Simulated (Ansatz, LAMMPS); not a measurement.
# A frame of liquid dimethylformamide from 298 K (108 atoms): geometry optimisation

Wanted: the relaxed structure of a frame of liquid dimethylformamide from 298 K (108 atoms) and its electronic structure.

Method: Kohn-Sham DFT, PBE+D3(BJ), PAW (set soft_2), plane waves, in Ansatz 0.2.0.

## 1. Starting point

The cell holds 108 atoms: 27 C, 9 N, 9 O and 63 H. Cell: a = 10.496 Å, b = 10.496 Å, c = 10.496 Å, α = 90.0°, β = 90.0°, γ = 90.0°. 9 dimethylformamide placed at random, at 0.945 g/cm³; overlaps pushed apart, then 10 ps at 398 K with MMFF94 bonds, angles, torsions, charges and radii (Halgren, J. Comput. Chem. 17, 490 (1996)) in harmonic and 12-6 forms. Snapshot after 20 ps at 298 K and fixed volume.

What the set-up can't give: The network of contacts between molecules at the start is that of the classical potential that made the cell. The density was typed from a rule of thumb and may lie off the real one at this temperature. The Brillouin zone is sampled at Γ only, in a cell whose shortest periodic width is 10 Å.

## 2. How the cell was made

A classical potential makes the cell, at a small fraction of what the same run would cost in DFT.

This step: classical MD, MMFF94 bonds, angles, torsions, charges and radii (Halgren, J. Comput. Chem. 17, 490 (1996)) in harmonic and 12-6 forms (LAMMPS 22 Jul 2025 - Update 4).

in.lmp

```
# liquid dimethylformamide
units real
atom_style full
boundary p p p
bond_style harmonic
angle_style harmonic
dihedral_style opls
improper_style harmonic
special_bonds lj 0 0 0.5 coul 0 0 0.75
read_data data.lmp
neigh_modify delay 0 every 1 check yes one 4000
comm_modify cutoff 12.0
timestep 0.5
thermo_style custom step time temp pe press density
thermo_modify norm yes
# push overlapping molecules apart
pair_style soft 2.6
pair_coeff * * 0.0
variable a equal ramp(1,60)
fix ad all adapt 1 pair soft a * * v_a
velocity all create 398 288164 mom yes dist gaussian
fix lim all nve/limit 0.03
fix lan all langevin 398 398 50 288165 zero yes
thermo 1000
run 3000 post no
unfix ad
pair_style lj/cut/coul/long 9.0
pair_modify mix arithmetic tail yes
pair_coeff 1 1 0.0678 3.3680   # C
pair_coeff 2 2 0.0721 3.3270   # N
pair_coeff 3 3 0.0678 3.4070   # C
pair_coeff 4 4 0.0763 2.9870   # O
pair_coeff 5 5 0.0216 2.5400   # H
kspace_style pppm 1.0e-4
# [... 17 lines left out ...]
compute msd all msd com yes
thermo 5000
fix md all nvt temp 298 298 100
run 20000 post no
print "== T298: mean square displacement over the hold $(c_msd[4]:%.2f) A^2"
unfix md
uncompute msd
write_dump all custom T298.dump id type xs ys zs modify sort id
```

Run with:

```bash
$ lmp -in in.lmp -log none -nocite
```

Numbers of over 12 decimals in the logs are rounded to 6 here.

The log of the run:

```text
LAMMPS (22 Jul 2025 - Update 4)
Reading data file ...
  orthogonal box = (0 0 0) to (10.49648 10.49648 10.49648)
  108 atoms
  orthogonal box = (0 0 0) to (10.49648 10.49648 10.49648)
  99 bonds
  162 angles
  144 dihedrals
  9 impropers
   Step          Time           Temp          PotEng         Press         Density
         0   0              398            0.2068494     -504.9578       0.94460054
      1000   500            433.37646      1.3416804      23964.144      0.94460054
      2000   1000           434.42511      1.3853608      8006.895       0.94460054
      3000   1500           373.51652      1.5191803      25770.236      0.94460054
Loop time of 0.313833 s on 1 MPI rank(s) for 3000 steps with 108 atoms
PPPM initialization ...
  G vector (1/distance) = 0.29265138
  grid = 6 6 6
  estimated relative force accuracy = 2.9592388e-05
   Step          Time           Temp          PotEng         Press         Density
      3000   1500           373.51652     -1.0720253      1411.8803      0.94460054
      3100   1550           373.51652     -2.4639201      4667.2723      0.94460054
      3200   1600           373.51652     -2.6539932      3451.9819      0.94460054
      3300   1650           373.51652     -2.7247197      1890.882       0.94460054
Loop time of 0.282754 s on 1 MPI rank(s) for 300 steps with 108 atoms
[... 2 lines left out ...]
  Energy initial, next-to-last, final =
     -1.07202531218333  -2.72443798467378  -2.72471969431186
  Force two-norm initial, final = 424.78968 8.29508
  Iterations, force evaluations = 300 600
   Step          Time           Temp          PotEng         Press         Density
         0   0              398           -2.7247197      2199.551       0.94460054
      1000   500            357.44335     -1.5257923      4656.2291      0.94460054
      2000   1000           340.79478     -1.7091315      7730.478       0.94460054
Loop time of 0.74613 s on 1 MPI rank(s) for 2000 steps with 108 atoms
   Step          Time           Temp          PotEng         Press         Density
      2000   1000           340.79478     -1.7091315      7730.478       0.94460054
[... 5 lines left out ...]
Loop time of 3.98787 s on 1 MPI rank(s) for 10000 steps with 108 atoms
   Step          Time           Temp          PotEng         Press         Density
[... 4 lines left out ...]
Loop time of 1.97238 s on 1 MPI rank(s) for 5000 steps with 108 atoms
   Step          Time           Temp          PotEng         Press         Density
[... 2 lines left out ...]
     25000   24000          323.57548     -1.9918576     -1877.9373      0.94460054
     30000   29000          285.15168     -1.8963992      4864.41        0.94460054
     35000   34000          276.91113     -1.8472797     -7479.2231      0.94460054
     37000   36000          295.00788     -1.8842598     -3067.3453      0.94460054
Loop time of 7.96571 s on 1 MPI rank(s) for 20000 steps with 108 atoms
== T298: mean square displacement over the hold 10.58 A^2
```

Elapsed: 16 s, on 1 thread of Intel Xeon Platinum 8488C (Sapphire Rapids), shared host; peak memory 0.11 GiB.

The input also reads data.lmp (atoms, bonds and types; not printed here).

## 3. Single point at the start

A single point comes first, to see the forces before anything moves.

input.yaml

```yaml
crystal:
  lattice:
    - [10.49648, 0.0, 0.0]
    - [0.0, 10.49648, 0.0]
    - [0.0, 0.0, 10.49648]
  atoms:
    - { symbol: C, position: [0.23618, 0.04213, 0.26328] }
    - { symbol: "N", position: [0.27048, 0.95006, 0.16535] }
    - { symbol: C, position: [0.24748, 0.99633, 0.03694] }
    - { symbol: C, position: [0.28719, 0.82523, 0.19254] }
    - { symbol: O, position: [0.29418, 0.74419, 0.10956] }
    - { symbol: H, position: [0.27617, 0.13599, 0.26089] }
    - { symbol: H, position: [0.1336, 0.05512, 0.26916] }
    - { symbol: H, position: [0.26601, 0.00468, 0.3551] }
    - { symbol: H, position: [0.28044, 0.08789, 0.00876] }
    - { symbol: H, position: [0.28106, 0.91694, 0.97784] }
    - { symbol: H, position: [0.14177, 0.99286, 0.03644] }
    - { symbol: H, position: [0.31328, 0.80709, 0.29617] }
    - { symbol: C, position: [0.69326, 0.83628, 0.34945] }
    - { symbol: "N", position: [0.79896, 0.75083, 0.34007] }
    - { symbol: C, position: [0.90463, 0.76456, 0.43367] }
    - { symbol: C, position: [0.76665, 0.63061, 0.29066] }
    - { symbol: O, position: [0.82557, 0.53526, 0.3219] }
    - { symbol: H, position: [0.71459, 0.92111, 0.41149] }
    - { symbol: H, position: [0.65902, 0.87236, 0.25434] }
    - { symbol: H, position: [0.61147, 0.79779, 0.3957] }
    - { symbol: H, position: [0.92123, 0.86541, 0.43909] }
    - { symbol: H, position: [0.87075, 0.72195, 0.52504] }
    - { symbol: H, position: [0.98359, 0.71553, 0.38452] }
    - { symbol: H, position: [0.69363, 0.62458, 0.21669] }
    - { symbol: C, position: [0.50229, 0.56092, 0.50728] }
    - { symbol: "N", position: [0.50526, 0.43212, 0.45331] }
    - { symbol: C, position: [0.38415, 0.37101, 0.42912] }
    - { symbol: C, position: [0.61214, 0.36217, 0.46689] }
    - { symbol: O, position: [0.63173, 0.25318, 0.4296] }
    - { symbol: H, position: [0.59264, 0.61138, 0.48892] }
    - { symbol: H, position: [0.43099, 0.61326, 0.4559] }
    - { symbol: H, position: [0.47593, 0.55362, 0.60948] }
    - { symbol: H, position: [0.39767, 0.26924, 0.40257] }
    - { symbol: H, position: [0.32451, 0.37455, 0.5155] }
    - { symbol: H, position: [0.33305, 0.41933, 0.34462] }
    - { symbol: H, position: [0.69532, 0.40751, 0.50272] }
    - { symbol: C, position: [0.86036, 0.24738, 0.26145] }
    - { symbol: "N", position: [0.94258, 0.25573, 0.15027] }
    - { symbol: C, position: [0.89886, 0.18269, 0.0396] }
    - { symbol: C, position: [0.05689, 0.31445, 0.1589] }
    - { symbol: O, position: [0.13591, 0.30942, 0.0748] }
    - { symbol: H, position: [0.86294, 0.15124, 0.30376] }
    - { symbol: H, position: [0.88869, 0.30395, 0.34712] }
    - { symbol: H, position: [0.76351, 0.2729, 0.22487] }
    - { symbol: H, position: [0.79873, 0.20135, 0.02241] }
    - { symbol: H, position: [0.95736, 0.2049, 0.95368] }
    - { symbol: H, position: [0.91546, 0.08427, 0.04921] }
    - { symbol: H, position: [0.07118, 0.35426, 0.25677] }
    - { symbol: C, position: [0.03492, 0.62938, 0.12534] }
    - { symbol: "N", position: [0.92881, 0.6568, 0.05109] }
    - { symbol: C, position: [0.86273, 0.54868, 0.98856] }
    - { symbol: C, position: [0.89303, 0.77225, 0.01414] }
    - { symbol: O, position: [0.80876, 0.79834, 0.93956] }
    - { symbol: H, position: [0.01724, 0.56464, 0.20487] }
    - { symbol: H, position: [0.11395, 0.58847, 0.0671] }
    - { symbol: H, position: [0.06265, 0.71679, 0.17548] }
    - { symbol: H, position: [0.79509, 0.57456, 0.91411] }
    - { symbol: H, position: [0.92921, 0.47732, 0.95419] }
    - { symbol: H, position: [0.80424, 0.49996, 0.05973] }
    - { symbol: H, position: [0.94195, 0.84087, 0.07089] }
    - { symbol: C, position: [0.42991, 0.52018, 0.03666] }
    - { symbol: "N", position: [0.50884, 0.41019, 0.99759] }
    - { symbol: C, position: [0.5243, 0.31047, 0.09127] }
    - { symbol: C, position: [0.54515, 0.39195, 0.87688] }
    - { symbol: O, position: [0.5997, 0.29881, 0.83393] }
    - { symbol: H, position: [0.48763, 0.57422, 0.1103] }
    - { symbol: H, position: [0.38746, 0.57318, 0.95287] }
    - { symbol: H, position: [0.34842, 0.47316, 0.0885] }
    - { symbol: H, position: [0.55913, 0.36152, 0.17857] }
    - { symbol: H, position: [0.43088, 0.27505, 0.1128] }
    - { symbol: H, position: [0.59252, 0.23934, 0.0555] }
    - { symbol: H, position: [0.51951, 0.47707, 0.82082] }
    - { symbol: C, position: [0.96385, 0.41794, 0.67526] }
    - { symbol: "N", position: [0.07723, 0.4884, 0.6397] }
    - { symbol: C, position: [0.15347, 0.55196, 0.73814] }
    - { symbol: C, position: [0.09358, 0.51718, 0.5137] }
    - { symbol: O, position: [0.17321, 0.59023, 0.47535] }
    - { symbol: H, position: [0.88759, 0.47768, 0.7067] }
    [... 24 atom lines left out ...]
    - { symbol: H, position: [0.87115, 0.90715, 0.69928] }
    - { symbol: H, position: [0.96714, 0.9787, 0.81721] }
    - { symbol: H, position: [0.19419, 0.03043, 0.58122] }
    - { symbol: H, position: [0.1678, 0.97271, 0.73159] }
    - { symbol: H, position: [0.12268, 0.88163, 0.60345] }
    - { symbol: H, position: [0.85732, 0.14719, 0.55001] }
kpoints:
  mp_grid: { grid: [1, 1, 1] }
hamiltonian:
  xc: pbe
  dispersion: d3bj
scf:
  occupations: { method: gaussian, width: 0.025 }
output:
  forces: true
  stress: true
  populations: true
  dos:
    method: { smearing: { sigma: 0.1 } }
    de: 0.1
    projected: { site_lists: { C: [C], H: [H], "N": ["N"], O: [O] } }
  eigenvalues: true
```

Run with:

```bash
$ ansatz run input.yaml --threads 4 --pin off --max-ram 8192MiB --backend cpu --events-out ev --progress --plain --runs-dir out
```

The log of the run:

```text
Engine: ansatz 0.2.0, x86_64-unknown-linux-gnu
Pseudopotentials: kind: paw
Pseudopotential: C, paw, valence charge 4, recommended cutoff 420 eV (normal), C.paw.azcp
Pseudopotential: N, paw, valence charge 5, recommended cutoff 420 eV (normal), N.paw.azcp
Pseudopotential: O, paw, valence charge 6, recommended cutoff 420 eV (normal), O.paw.azcp
Pseudopotential: H, paw, valence charge 1, recommended cutoff 420 eV (normal), H.paw.azcp
[... 5 lines on functional and potentials left out ...]
Crystal: 108 atoms, lattice volume = 1156.461 Å³
Basis set: ecut = 420 eV, 22647 PW (Γ), exchange–correlation on 144×144×144 points (8 copies of the dense FFT grid, shifted against one another)
Bands: 243, of which v1, the nominal top of the filled ones, is band 135 counted from 1 (134 counted from 0)
Symmetry: 1 space group operations
Space group: P1 (ITA 1), of the structure as read, at distance tolerance 1.0e-4 Å
k-points: 1
[... 9 lines on functional and potentials left out ...]
Initial density: superposition of atomic densities (neutral atoms: chi_scale 0, normalization atom), corrected by the library's trained network
Initial wavefunctions: pseudopotential atomic-orbital guess
Functional: x = pbe(κ = 0.804, μ = 0.219515), c = pbe(β = 0.066725)
SCF iter   1: F=—  HF=-16347.982359 eV  |F-HF|=—  |Δ(HF+E_count)|=         —  Δρ=7.68e-3  dr2=6.12e-1  ethr=1.77e-3  ⟨swp⟩=6.0  Hψ=1132  notcnv=0  defer=22
preconditioner: auto → Resta (q_TF=auto, 2.141 Å⁻¹)  ε∞=2.3  [insulator: Δε(μ)=4.202 eV  Ē_g=16.035 eV  σ=0.025 eV  W_gap=1.00  n_scr=178 (ndim 8)  ℏωp=17.9 eV  f_vac=0.243  D(μ)=0.00/eV (n_scr^D=0)  ε∞_Penn≈2.3]
SCF iter   2: F=—  HF=-16347.888608 eV  |F-HF|=—  |Δ(HF+E_count)|=   9.38e-2  Δρ=4.09e-3  dr2=1.34e-1  ethr=2.26e-4  ⟨swp⟩=2.0  Hψ=418  notcnv=0  defer=104
SCF iter   3: F=—  HF=-16347.878270 eV  |F-HF|=—  |Δ(HF+E_count)|=   1.03e-2  Δρ=1.84e-3  dr2=3.93e-2  ethr=4.96e-5  ⟨swp⟩=2.0  Hψ=277  notcnv=0  defer=104
SCF iter   4: F=—  HF=-16347.879936 eV  |F-HF|=—  |Δ(HF+E_count)|=   1.67e-3  Δρ=9.36e-4  dr2=1.18e-2  ethr=1.45e-5  ⟨swp⟩=2.0  Hψ=221  notcnv=0  defer=104
SCF iter   5: F=—  HF=-16347.878781 eV  |F-HF|=—  |Δ(HF+E_count)|=   1.15e-3  Δρ=1.94e-4  dr2=9.03e-4  ethr=4.37e-6  ⟨swp⟩=2.0  Hψ=269  notcnv=0  defer=104
SCF iter   6: F=—  HF=-16347.878859 eV  |F-HF|=—  |Δ(HF+E_count)|=   7.72e-5  Δρ=1.24e-4  dr2=2.13e-4  ethr=3.34e-7  ⟨swp⟩=2.0  Hψ=226  notcnv=0  defer=104
SCF iter   7: F=—  HF=-16347.878818 eV  |F-HF|=—  |Δ(HF+E_count)|=   4.06e-5  Δρ=5.31e-5  dr2=3.24e-5  ethr=7.87e-8  ⟨swp⟩=2.0  Hψ=271  notcnv=0  defer=104
SCF iter   8: F=—  HF=-16347.879898 eV  |F-HF|=—  |Δ(HF+E_count)|=   1.08e-3  Δρ=1.41e-5  dr2=1.90e-6  ethr=1.20e-8  ⟨swp⟩=2.0  Hψ=371  notcnv=0  defer=104
SCF iter   9: F=—  HF=-16347.879899 eV  |F-HF|=—  |Δ(HF+E_count)|=   7.95e-7  Δρ=5.89e-6  dr2=3.99e-7  ethr=7.04e-10  ⟨swp⟩=2.0  Hψ=272  notcnv=0  defer=104
SCF iter  10: F=—  HF=-16347.879899 eV  |F-HF|=—  |Δ(HF+E_count)|=   4.45e-8  Δρ=3.83e-6  dr2=1.64e-7  ethr=3.70e-11  ⟨swp⟩=16.0  Hψ=1620  notcnv=0
SCF iter  11: F=-16347.879899 eV  HF=-16347.879899 eV  |F-HF|=1.00e-9  |Δ(HF+E_count)|=   1.95e-8  Δρ=9.64e-7  dr2=9.80e-9  ethr=3.70e-11  ⟨swp⟩=5.0  Hψ=796  notcnv=0
SCF 1 converged in 11 iterations: F = -16347.879899 eV  dr2 = 9.80e-9
  greatest PAW one-centre occupation: 0.877 electrons in one spin orbital (limit 2), on the O atom at site 16 (counted from 0), in its partial waves of l = 0
SCF converged after 11 iterations
Free energy (F): -16347.879899 eV
Harris-Foulkes:  -16347.879899 eV  (|F-HF|=1.00e-9)
Internal energy: -16347.879899 eV  (E = F + TS)
E sigma→0 (E₀):  -16347.879899 eV
Fermi energy:    1.155492 eV
--- Per-component energies (eV) ---
  E_band       = -2254.489737
  E_kinetic    = 6105.534039
  E_local      = -20248.052741  (includes V_loc(G=0)·N_el)
  E_nonlocal   = 1688.623665
  E_hartree    = 7391.043392
  E_xc         = -3054.998494
  E_vxc        = -3850.960829  (∫ρ·V_xc dr)
  E_paw        = -5294.880321  (= ΣΔE_a)
  E_vpaw       = -731.656416  (= ΣTr[D̂ρ^β])
  E_aug_tail   = -0.063251  (compensation charges beyond the density's cutoff)
  E_ewald      = -2930.110014
  E_disp       = -4.976176  (pairwise vdW)
  E_smearing   = -0.000000  (= −TS)
  E_closure    = -0.000000  (closes the sum)
  Σ components = -16347.879899   (vs F -16347.879899, Δ=0.00e0)
--- Forces (eV/Å), atoms counted from 1 ---
  atom   1  C     -0.24312900    -1.17814441     1.00384801
  atom   2  N      0.59801618     2.30904210     0.85040656
  atom   3  C     -1.84781362    -2.91028530     0.32678536
  atom   4  C      1.20867563     0.61533217     0.40748126
  atom   5  O      0.04789062    -0.84097492    -0.36679994
  atom   6  H      0.68680850     0.63242677    -0.81650293
  atom   7  H     -0.49954082     0.04051375    -0.08765056
  atom   8  H      0.02395146    -0.28541328     0.39295331
  atom   9  H      0.56256255     0.90571834     0.30794837
  atom  10  H     -0.01379083     0.34694923    -0.50620206
  atom  11  H      0.07791237     0.48331249    -0.89654881
  atom  12  H     -0.63446844     0.09828489    -0.55081787
  atom  13  C     -0.40712481     2.45809162    -0.46625982
  atom  14  N     -0.79696329    -1.06955159    -0.57975583
[...]
atom 107  H     -0.36578966     0.74117046     0.03670682
  atom 108  H     -0.37426712    -0.06904992     0.21467618
  max |Σ_I F_I| component: 4.69e-5 eV/Å
--- Stress (GPa, compression-positive) ---
        1.134644       0.335210      -0.488698
        0.335212       1.737556      -0.611529
       -0.488698      -0.611530       0.256254
  P = ⅓ Tr σ = 1.0428 GPa (10.428 kbar)
--- Band table (eV) ---
  k-point 0: bands = ["-21.6321", "-21.5676", "-21.5427", "-21.4119", [... 227 levels ...], "10.3090", "10.3795", "10.4421", "10.4988", "10.5795", "10.6949", "10.7298", "10.7576", "10.8347", "10.8833", "10.9816", "11.0204"]
--- Löwdin populations: 108 sites ---
  site symbol       q [e]
     0      C      4.3583
     1      N      5.0755
     2      C      4.3550
[...]
107      H      0.8417
  spilling = 0.014065 (of n_electrons = 270.000000)
```

The job ended after 7.4 s (4 threads of Intel Xeon Platinum 8488C (Sapphire Rapids), shared host; peak memory 1.2 GiB; 27 s of CPU time).

Read from the output:

```yaml
free_energy: -16347.8799 eV
free_energy_per_atom: -151.3693 eV/atom
scf_cycles: 11
pressure: 1.043 GPa
r_m_s_force_component: 0.8562 eV/Å
longest_force: 4.109 eV/Å
fermi_energy: 1.155 eV
spacing_of_highest_filled_and_lowest_empty_level: 3.938 eV
spilling_of_the_projection: 0.01406
```

The r.m.s. force component of 0.86 eV/Å and the pressure of 1.0 GPa set the starting point.

Neighbours are counted within 1.34 Å (H-C), 1.79 Å (C-N), 1.68 Å (C-O).

Length of the force by element and coordination:

| element | coordination | atoms | mean length of the force (eV/Å) | spread | least | most |
| --- | --- | --- | --- | --- | --- | --- |
| C | all | 27 | 1.83 | 0.778 | 0.804 | 3.46 |
| C | 3 | 9 | 1.48 | 0.458 | 0.804 | 2.43 |
| C | 4 | 18 | 2.01 | 0.842 | 0.816 | 3.46 |
| H | all | 63 | 0.885 | 0.408 | 0.268 | 2.21 |
| N | all | 9 | 1.86 | 1.38 | 0.318 | 4.11 |
| O | all | 9 | 1.50 | 0.519 | 0.723 | 2.43 |

(Continued in part 2 of 4.)

[Logs are printed without paths, hosts, clocks, repeated set-up lines and the standing remarks that a program may print on its own settings, such as how far it seeks lower states.]

[Hosts, paths, dates, database ids (printed as entryN), source tags and the programs' standing remarks are cut or masked in the printed files.]

[The MMFF94 radii named for the starting cell were scaled by 0.96; in molecules described by MMFF94, hydrogen bound to N, O or S took a small fixed 12-6 site in their place.]
